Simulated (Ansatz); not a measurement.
# What PtC (model cell, started as NiAs type) distorts into

Which phase does PtC (model cell, started as NiAs type) fall into along its unstable mode, and how much energy does it gain?

Method: DFT PBEsol, scalar-relativistic, plane waves, PAW, in Ansatz 0.2.0.

This is a report of a sequence of runs, with most program output left out.

The structure was built from a prototype and need not be the compound's stable phase.

### Step 1. The structure

Symmetry: P6_3/mmc, No. 194, hexagonal system. The conventional cell has a = 3.115 Å, b = 3.115 Å, c = 5.187 Å, α = 90.00°, β = 90.00°, γ = 120.00°. Nearest to Pt lie 6 C at 2.22 Å. Nearest to C lie 6 Pt at 2.22 Å. Farther neighbours are not listed.

Structure file:

```cif
data_structure
_symmetry_space_group_name_H-M 'P 1'
_symmetry_Int_Tables_number 1
_cell_length_a 3.1153
_cell_length_b 3.1153
_cell_length_c 5.1867
_cell_angle_alpha 90.000
_cell_angle_beta 90.000
_cell_angle_gamma 120.000
_cell_volume 43.59
loop_
_atom_site_label
_atom_site_type_symbol
_atom_site_fract_x
_atom_site_fract_y
_atom_site_fract_z
_atom_site_occupancy
Pt1 Pt 0.00000 0.00000 0.00000 1
Pt2 Pt 0.00000 0.00000 0.50000 1
C3 C 0.33333 0.66667 0.25000 1
C4 C 0.66667 0.33333 0.75000 1
```

### Step 2. Response at finite wavevector

The cell comes from relaxations at this level that are not shown. Stability and thermal properties need the whole zone. Linear response on a 3×3×2 q mesh gives force constants as far as a supercell of that size would.

input.yaml reads:

```yaml
crystal:
  lattice:
    - [3.1153338582, -3.085e-06, 0.0]
    - [-1.5576642574, 2.697959805, 0.0]
    - [0.0, 0.0, 5.186655658]
  atoms:
    - { symbol: Pt, position: [0.0, 0.0, 0.0] }
    - { symbol: Pt, position: [0.0, 0.0, 0.5] }
    - { symbol: C, position: [0.3333333333, 0.6666666667, 0.25] }
    - { symbol: C, position: [0.6666666667, 0.3333333333, 0.75] }
kpoints:
  mp_grid: { grid: [15, 15, 8] }
hamiltonian:
  xc: pbesol
scf:
  occupations: { method: methfessel_paxton, width: 0.15 }
output:
  eigenvalues: true
phonons:
  method: dfpt
  qmesh: [3, 3, 2]
  temperatures: { t_max: 1000, t_step: 50 }
  qpath:
    path:
      - [[0.0, 0.0, 0.0], [0.5, 0.0, 0.0], [0.33333333, 0.33333333, 0.0], [0.0, 0.0, 0.0], [0.0, 0.0, 0.5], [0.5, 0.0, 0.5], [0.33333333, 0.33333333, 0.5], [0.0, 0.0, 0.5]]
      - [[0.5, 0.0, 0.5], [0.5, 0.0, 0.0]]
      - [[0.33333333, 0.33333333, 0.5], [0.33333333, 0.33333333, 0.0]]
    npoints: 10
```

On the command line:

```
ansatz run input.yaml --threads 4 --pin off --max-ram 7168MiB --backend cpu --events-out ev --progress --plain --runs-dir out
```

It took 16 min on 4 threads of Intel Xeon 6975P-C (Granite Rapids), shared host; peak memory 4.5 GiB; 39 min of CPU time.

Numbers from this step:

```yaml
volume_per_atom: 10.90 Å³
gap_on_the_k_mesh: 0 eV
sum_rule_residual_before_enforcement: 6.57e-5 eV/Å²
lowest_frequency_on_the_path: -341.6 cm⁻¹
point_group: 6/mmm
highest_frequency_on_the_path_or_at_a_solved_wavevector: 569 cm⁻¹
highest_optical_mode_at_the_zone_centre_no_lo_to_term: 504.7 cm⁻¹
lowest_optical_zone_centre_mode: -341.6 cm⁻¹
lowest_mode_on_the_q_mesh_acoustic_modes_at_gamma_apart: -341.6 cm⁻¹
```

Frequencies (cm⁻¹) solved at each irreducible wavevector; negative means imaginary. Frequencies by wavevector, by row:

| q in reciprocal lattice units | star | mode 1 | mode 2 | mode 3 | mode 4 | mode 10 | mode 11 | mode 12 |
| --- | --- | --- | --- | --- | --- | --- | --- | --- |
| 0 0 0 | 1 | -341.6 | -23.7 | -23.7 | 0 | 437.9 | 437.9 | 504.7 |
| 0 0 -0.5 | 1 | -31.6 | -31.6 | -31.6 | -31.6 | 419 | 419 | 419 |
| 0 0.3333 0 | 6 | -122.8 | 66.6 | 73 | 76.5 | 451.4 | 478.1 | 526.9 |
| 0 0.3333 -0.5 | 6 | 44.1 | 44.1 | 53.4 | 53.4 | 434.2 | 533.4 | 533.4 |
| 0.3333 0.3333 0 | 2 | -53.8 | -53.8 | 40.4 | 129.6 | 471.1 | 471.1 | 559.5 |
| 0.3333 0.3333 -0.5 | 2 | 108.8 | 108.8 | 111.1 | 111.1 | 477.2 | 544.9 | 544.9 |

Interpolated from a 3×3×2 q mesh. Phonon branches along the path, in cm⁻¹:

| point | branch 1 | branch 2 | branch 3 | branch 4 | branch 9 | branch 10 | branch 11 | branch 12 |
| --- | --- | --- | --- | --- | --- | --- | --- | --- |
| Γ | -342 | -24 | -24 | 0 | 388 | 438 | 438 | 505 |
| halfway | -144 | 63 | 64 | 66 | 370 | 456 | 458 | 492 |
| M | -231 | -39 | 76 | 85 | 429 | 435 | 486 | 569 |
| halfway | -137 | -33 | 66 | 98 | 412 | 418 | 489 | 564 |
| K | -54 | -54 | 40 | 130 | 396 | 471 | 471 | 560 |
| halfway | -82 | 67 | 78 | 78 | 377 | 447 | 460 | 512 |
| Γ | -342 | -24 | -24 | 0 | 388 | 438 | 438 | 505 |
| halfway | -286 | -32 | -32 | -15 | 398 | 429 | 434 | 434 |
| A | -32 | -32 | -32 | -32 | 419 | 419 | 419 | 419 |
| halfway | -56 | -56 | 22 | 22 | 428 | 428 | 511 | 511 |
| L | 63 | 63 | 111 | 111 | 441 | 441 | 546 | 546 |
| halfway | 81 | 81 | 113 | 113 | 461 | 461 | 545 | 545 |
| H | 109 | 109 | 111 | 111 | 477 | 477 | 545 | 545 |
| halfway | -57 | -57 | 77 | 77 | 438 | 438 | 522 | 522 |
| A | -32 | -32 | -32 | -32 | 419 | 419 | 419 | 419 |
| jump to L | 63 | 63 | 111 | 111 | 441 | 441 | 546 | 546 |
| halfway | -169 | 43 | 69 | 75 | 406 | 443 | 510 | 565 |
| M | -231 | -39 | 76 | 85 | 429 | 435 | 486 | 569 |
| jump to H | 109 | 109 | 111 | 111 | 477 | 477 | 545 | 545 |
| halfway | 43 | 51 | 51 | 122 | 458 | 475 | 475 | 567 |
| K | -54 | -54 | 40 | 130 | 396 | 471 | 471 | 560 |

Symmetry leaves 6 wavevectors to solve. The lowest mode among them, the acoustic zeros apart, lies at Γ and is imaginary, 341.6i cm⁻¹, so the energy falls along it.

### Step 3. The mode frozen in, largest atomic shift 0 Å

The mode followed lies at q = (0, 0.333, 0) with frequency 122.8i cm⁻¹, one of the unstable modes though not the softest. At small amplitude the distorted cell has space group no. 12 by a symmetry search on the positions. The undistorted cell that holds it gives the zero of energy on the same k mesh.

System of this step: PtC (model cell, started as NiAs type). Symmetry: P6_3/mmc, No. 194, hexagonal system. The conventional cell has a = 3.115 Å, b = 3.115 Å, c = 5.187 Å, α = 90.00°, β = 90.00°, γ = 120.00°. Nearest to Pt lie 6 C at 2.22 Å. Nearest to C lie 6 Pt at 2.22 Å. Farther neighbours are not listed.

input.yaml reads:

```yaml
crystal:
  lattice:
    - [-3.1153338582, 3.085e-06, 0.0]
    - [0.0, 0.0, -5.186655658]
    - [1.5576589139, -8.0938763299, 0.0]
  atoms:
    - { symbol: Pt, position: [0.6666666667, 1.0, 0.3333333333] }
    - { symbol: Pt, position: [0.0, 1.0, 0.0] }
    - { symbol: Pt, position: [0.3333333333, 1.0, 0.6666666667] }
    - { symbol: Pt, position: [0.6666666667, 0.5, 0.3333333333] }
    - { symbol: Pt, position: [0.0, 0.5, 0.0] }
    - { symbol: Pt, position: [0.3333333333, 0.5, 0.6666666667] }
    - { symbol: C, position: [0.2222222222, 0.75, 0.4444444444] }
    - { symbol: C, position: [0.5555555556, 0.75, 0.1111111111] }
    - { symbol: C, position: [0.8888888889, 0.75, 0.7777777778] }
    - { symbol: C, position: [0.7777777778, 0.25, 0.5555555556] }
    - { symbol: C, position: [0.1111111111, 0.25, 0.2222222222] }
    - { symbol: C, position: [0.4444444444, 0.25, 0.8888888889] }
kpoints:
  mp_grid: { grid: [10, 6, 10] }
hamiltonian:
  xc: pbesol
scf:
  occupations: { method: methfessel_paxton, width: 0.15 }
output:
  forces: true
  stress: true
  eigenvalues: true
```

It took 12 s on 4 threads; peak memory 1.2 GiB.

This step gave:

- pressure: -0.2172 GPa
- energy from the undistorted cell: 0 meV/atom

The run ends at a pressure of -0.22 GPa, with forces up to 9.9e-4 eV/Å.

### Step 4. The mode frozen in, largest atomic shift 0.08 Å

The atoms are moved along the unstable eigenvector, the largest shift by 0.08 Å, with the cell fixed.

input.yaml reads:

```yaml
crystal:
  lattice:
    - [-3.1153338582, 3.085e-06, 0.0]
    - [0.0, 0.0, -5.186655658]
    - [1.5576589139, -8.0938763299, 0.0]
  atoms:
    - { symbol: Pt, position: [0.666426685, 1.0038719811, 0.33285337] }
    - { symbol: Pt, position: [0.0002399743, 0.9961281384, 0.0004799485] }
    - { symbol: Pt, position: [0.333333332, 1.000000021, 0.6666666641] }
    - { symbol: Pt, position: [0.6669066483, 0.5038719811, 0.3338132966] }
    - { symbol: Pt, position: [-0.0002399743, 0.4961281384, -0.0004799485] }
    - { symbol: Pt, position: [0.3333333346, 0.500000021, 0.6666666693] }
    - { symbol: C, position: [0.2222222222, 0.7354943205, 0.4444444444] }
    - { symbol: C, position: [0.5555555556, 0.7654237782, 0.1111111111] }
    - { symbol: C, position: [0.8888888889, 0.7490813751, 0.7777777778] }
    - { symbol: C, position: [0.7777777778, 0.2509184623, 0.5555555556] }
    - { symbol: C, position: [0.1111111111, 0.2345758027, 0.2222222222] }
    - { symbol: C, position: [0.4444444444, 0.2645057682, 0.8888888889] }
kpoints:
  mp_grid: { grid: [10, 6, 10] }
hamiltonian:
  xc: pbesol
scf:
  occupations: { method: methfessel_paxton, width: 0.15 }
output:
  forces: true
  stress: true
  eigenvalues: true
```

It took 18 s on 4 threads; peak memory 1.4 GiB; 58 s of CPU time.

This step gave:

```
pressure                         : 0.4403 GPa
energy from the undistorted cell : -0.685 meV/atom
```

The energy, extrapolated to zero smearing, is -0.69 meV/atom against the undistorted cell.

The run ends at a pressure of 0.44 GPa, with forces up to 0.16 eV/Å.

### Step 5. Energy along the mode, all amplitudes (two of the runs are shown above)

An imaginary frequency means negative curvature, so the energy should fall and then rise again as anharmonic terms take over.

This step gave:

* depth at the lowest point sampled: 0.685 meV/atom
* largest atomic shift at that point: 0.08 Å

The energy from the parent by largest atomic shift:

| largest atomic shift (Å) | energy from the parent (meV/atom) |
| --- | --- |
| 0.0000 | 0 |
| 0.0400 | -0.306 |
| 0.0800 | -0.685 |
| 0.1400 | 0.314 |
| 0.2200 | 10.3 |

Displacement at unit largest shift by atom:

| atom | x (Å) | y (Å) | z (Å) | size |
| --- | --- | --- | --- | --- |
| Pt1 | 0.00 | 0.05 | -0.25 | 0.26 |
| Pt2 | 0.00 | -0.05 | 0.25 | 0.26 |
| Pt3 | 0.00 | 0.00 | 0.00 | 0.00 |
| Pt4 | 0.00 | -0.05 | -0.25 | 0.26 |
| Pt5 | 0.00 | 0.05 | 0.25 | 0.26 |
| Pt6 | 0.00 | 0.00 | 0.00 | 0.00 |
| C7 | 0.00 | 0.00 | 0.94 | 0.94 |
| C8 | 0.00 | 0.00 | -1.00 | 1.00 |
| C9 | 0.00 | 0.00 | 0.06 | 0.06 |
| C10 | 0.00 | 0.00 | -0.06 | 0.06 |
| C11 | 0.00 | 0.00 | 1.00 | 1.00 |
| C12 | 0.00 | 0.00 | -0.94 | 0.94 |

The lowest of the steps tried is at 0.08 Å, 0.685 meV/atom below the parent; the bottom of the well need not coincide with a step.

### Step 6. Relaxing from the distorted cell

Starting from the lowest point found, all atoms and the cell are let go, so that strain and other modes of the same symmetry can join in.

input.yaml: that of step 4 with these lines changed.

```diff
@@ -28 +28,10 @@
   eigenvalues: true
+  write_density: true
+  write_potential: true
+  elf: true
+  volumetric_format: npy
+relax:
+  adjacent_minimum: "off"
+  f_tol: 0.002
+  max_steps: 120
+  cell: { stress_tol: 0.03 }
```

It took 11 min on 4 threads; peak memory 1.5 GiB; 42 min of CPU time.

The steps of the relaxation (22 of 39):

| step | energy less that of the first step (eV) | largest force component (eV/Å) | pressure (GPa) | volume (Å³) |
| --- | --- | --- | --- | --- |
| 1 | 0.0000 | 0.1568 | 0.44 | 130.78 |
| 3 | -0.0277 | 0.2258 | 0.28 | 131.14 |
| 5 | -0.0947 | 0.2630 | 1.44 | 132.08 |
| 6 | -0.1106 | 0.1707 | -0.55 | 133.52 |
| 8 | -0.1241 | 0.0538 | 0.28 | 132.93 |
| 10 | -0.1287 | 0.0639 | 0.08 | 133.41 |
| 12 | -0.0596 | 0.9870 | 3.16 | 137.59 |
| 14 | -0.4422 | 0.4950 | -0.33 | 138.39 |
| 15 | -0.7189 | 0.6216 | -0.84 | 139.65 |
| 17 | -0.8043 | 0.1556 | 0.02 | 139.04 |
| 19 | -0.8147 | 0.1189 | 0.01 | 139.01 |
| 21 | -0.8206 | 0.0410 | 0.17 | 138.92 |
| 23 | -0.8229 | 0.0349 | -0.06 | 138.73 |
| 25 | -0.7950 | 0.4183 | 1.42 | 137.64 |
| 26 | -0.8266 | 0.0281 | -0.22 | 138.19 |
| 28 | -0.8268 | 0.0061 | -0.02 | 138.18 |
| 30* | -0.9488 | 0.0218 | 1.09 | 138.16 |
| 32 | -0.9781 | 0.0644 | -0.02 | 138.16 |
| 34 | -0.9788 | 0.0090 | 0.03 | 138.15 |
| 35 | -0.9788 | 0.0015 | -0.01 | 138.17 |
| 37 | -0.9799 | 0.0194 | 0.00 | 138.16 |
| 39* | -0.9799 | 0.0016 | 0.00 | 138.17 |

Relaxation steps marked * repeat the geometry before them on a plane-wave basis chosen anew for their cell, so energy and pressure can jump there. Other such steps can lie between the rows shown. Relaxation steps 12, 16, 25, 37 were tried and not accepted.

Forces are held to the 4 operations that the run works with; a distortion that breaks them can't arise in this run.

| cell as run | before | after | change |
| --- | --- | --- | --- |
| a (Å) | 3.115 | 3.005 | -3.6 % |
| b (Å) | 5.187 | 5.463 | +5.3 % |
| c (Å) | 8.242 | 8.813 | +6.9 % |
| α (°) | 90.00 | 103.99 | +15.5 % |
| β (°) | 100.89 | 99.82 | -1.1 % |
| volume (Å³/atom) | 10.90 | 11.51 | +5.6 % |

The atoms that moved most (Å, as changes of fractional coordinates times the final cell):

| atom | dx | dy | dz | length |
| --- | --- | --- | --- | --- |
| Pt5 | 0.000 | -0.209 | 0.429 | 0.477 |
| Pt4 | 0.000 | 0.209 | -0.429 | 0.477 |
| Pt2 | 0.000 | -0.161 | 0.449 | 0.477 |
| Pt1 | 0.000 | 0.161 | -0.449 | 0.477 |
| C7 | 0.000 | -0.298 | 0.342 | 0.453 |
| C12 | 0.000 | 0.298 | -0.342 | 0.453 |
| C9 | 0.000 | 0.077 | -0.240 | 0.252 |
| C10 | 0.000 | -0.077 | 0.240 | 0.252 |

Final coordinates:

```xyz
12
Lattice="-3.0047 0.0000 0.0000 0.0000 0.6817 -5.4198 1.5023 -8.6182 1.0638" Properties=species:S:1:pos:R:3 pbc="T T T"
Pt   -1.5024   -2.0236   -5.5360
Pt    0.0000    0.5143   -4.9490
Pt    0.0000   -5.0637   -4.7106
Pt   -1.5024   -2.3241   -2.8047
Pt    0.0000    0.1331   -2.2605
Pt    0.0000   -5.4046   -2.0007
C     0.0000   -3.6267   -3.1714
C    -1.5024   -0.5232   -3.9782
C    -1.5024   -6.1150   -3.4724
C    -1.5024   -4.6942   -0.5291
C     0.0000   -1.6678   -1.0870
C     0.0000   -7.1825   -0.8300
```

Numbers from this step:

```
pressure        : 0.004479 GPa
volume per atom : 11.51 Å³
```

ELF in the ac plane of the conventional cell at fractional y = 0.000, with atoms of Pt and C within 0.2 Å of it. It is the smooth field of the valence electrons, not physical close to the nuclei.

Ten even steps from '0' (0.04) to '9' (0.76), each cell a mean:
```
36776478863111110124688742012223554565311111
68788578863100001465466421011257885333210002
76179457532000025899432210001485387334320002
78786333321000148459623221001484585466431002
68852233222111258359446542000379964788631002
23310235653211247896478853211135536888531001
11001368874332123554688746764212236876310012
21002488874676300124788559786311123443211454
40002478756978510013444387167311011233336898
40002355448527620001222488675200012344369558
40001233359668521001234369852000013687479358
21000234346875221002468644310100025888569886
12222357753322221014788853101211124888545653
```
Columns run along a (17.4 Å), rows up along c (5.5 Å), edges of the conventional cell, whose origin can differ from the input's. Atoms in or near the plane, at fractional coordinates: Pt at (0.17, 0.92), Pt at (0.83, 0.08), Pt at (0.50, 0.00), Pt at (0.18, 0.42), Pt at (0.82, 0.58), Pt at (0.50, 0.50), C at (0.60, 0.32), C at (0.27, 0.24), C at (0.95, 0.21), C at (0.05, 0.79), C at (0.73, 0.76), C at (0.40, 0.68).

Valence density in the ac plane of the conventional cell at fractional y = 0.000, with atoms of Pt and C within 0.2 Å of it. It is the smooth field of the valence electrons, not physical close to the nuclei.

Ten even steps from '0' (0 e/Å³) to '9' (11 e/Å³), each cell a mean:
```
00000149830000000000378400000000000221000000
00110158720000000000132100000000000000000000
01110023200000000000000000000001110000000000
01100000000000000111000000000001100122100000
00000000000000000110012100000000001486200000
00000001210000000000158510000000002796100000
00000026740000000000389510000000001552000000
00000159940000000000255200100000000110000000
00000036410010000000011001110000000000000000
00000011000111000000000001100000000011000110
00000000000110000000001000000000000255101110
00000000000000000000135310000000001697200000
00000013420000000000389610000000001685100000
```
Columns run along a (17.4 Å), rows up along c (5.5 Å), edges of the conventional cell, whose origin can differ from the input's. Atoms in or near the plane, at fractional coordinates: Pt at (0.17, 0.92), Pt at (0.83, 0.08), Pt at (0.50, 0.00), Pt at (0.18, 0.42), Pt at (0.82, 0.58), Pt at (0.50, 0.50), C at (0.60, 0.32), C at (0.27, 0.24), C at (0.95, 0.21), C at (0.05, 0.79), C at (0.73, 0.76), C at (0.40, 0.68).

Electrostatic potential energy in the ac plane of the conventional cell at fractional y = 0.000, with atoms of Pt and C within 0.2 Å of it. With pseudopotentials it is smooth inside the atoms' cores, unlike the true potential.

Values in eV, 7 rows by 16 columns, each cell a mean:
```
 10   5 -47 -24  20  21  20 -23 -20  21  20  12   4   1  21  21
-20  -7 -13   8  21  20 -10  10  15  22  19 -34   2   4  20  21
 14  19  13  11  20  16 -29  -3 -17  20  20   3 -10 -50  14  21
 20  20 -31 -25  18  19  17 -30 -40  12  18  19 -10 -29  19  21
 21  19 -36 -13  -9  18  21  -1   1 -35  11  20  16  13  18   6
 21  21  12  10 -32  18  22  15   6   0  20  21   8 -29  -3 -30
 20  21  -5  -6  15  19  21 -19 -39  19  21  20 -14 -52  10  13
```
Columns run along a (17.4 Å; values clipped at the 3rd and 97th percentile), rows up along c (5.5 Å), edges of the conventional cell, whose origin can differ from the input's. Atoms in or near the plane, at fractional coordinates: Pt at (0.17, 0.92), Pt at (0.83, 0.08), Pt at (0.50, 0.00), Pt at (0.18, 0.42), Pt at (0.82, 0.58), Pt at (0.50, 0.50), C at (0.60, 0.32), C at (0.27, 0.24), C at (0.95, 0.21), C at (0.05, 0.79), C at (0.73, 0.76), C at (0.40, 0.68).

The distorted start has space group C2/m; the relaxation ends in C2/m.

### Step 7. The phases reached

The phases reached along the modes that were followed are set side by side.

Energies are those of the first relaxation, on the mesh of the frozen mode; space group, volume and gap are those of the last relaxation. Phases, by row:

| mode frozen in | space group | energy from parent (meV/atom) | volume (Å³/atom) | gap on mesh (eV) | lowest zone-centre optical mode (cm⁻¹) | largest shift (Å) |
| --- | --- | --- | --- | --- | --- | --- |
| parent | P6_3/mmc | 0 | 10.9 | 0 | – | – |
| q = (0, 0, 0), 342i cm⁻¹ | P6_3mc | -78.6 | 11.35 | 0 | -38.6 | 0.192 |
| q = (0, 0.333, 0), 123i cm⁻¹ | C2/m | -82.45 | 11.51 | 0 | – | 0.521 |

### Step 8. Results

| Item | Value |
| --- | --- |
| unstable mode of the parent | q = (0, 0.333, 0), 123i cm⁻¹ |
| depth at the lowest point sampled | 0.685 meV/atom |
| largest atomic shift at that point | 0.08 Å |
| space group reached (within 0.01 Å) | C2/m |
| energy gained over the parent (first relaxation, on the mesh of the frozen mode) | 82.5 meV/atom |
| volume per atom, phase reached | 11.5 Å³ |

**Reading.** Along this mode the structure falls into C2/m, 82.5 meV/atom below the parent. At the parent's cell the well is 0.685 meV/atom deep on the steps tried, with its lowest point at a shift of 0.08 Å. Relaxing atoms and cell changes the gain by +81.77 meV/atom against the lowest step (energies at zero smearing). Most of the total comes from this relaxation. The modes of the phase reached were not computed on this path. How so shallow a well moves with the k mesh was not tested. Of the 2 patterns followed to their end from this parent, this one reaches the lowest energy. Each path keeps the symmetry of its pattern, so a lower phase may lie along a pattern not tried. With no gap, or one that is small against the smearing, the frequencies hang on the k mesh and the smearing, most of all near Kohn anomalies. Spin-orbit coupling is left out, which can matter for the heavy elements here. The starting cell was built on a prototype and not taken from a measurement, so the phase need not exist.

[Logs are printed without paths, hosts, clocks, repeated set-up lines and the standing remarks that a program may print on its own settings, such as how far it seeks lower states.]

[Hosts, paths, dates, database ids (printed as entryN), source tags and the programs' standing remarks are cut or masked in the printed files.]
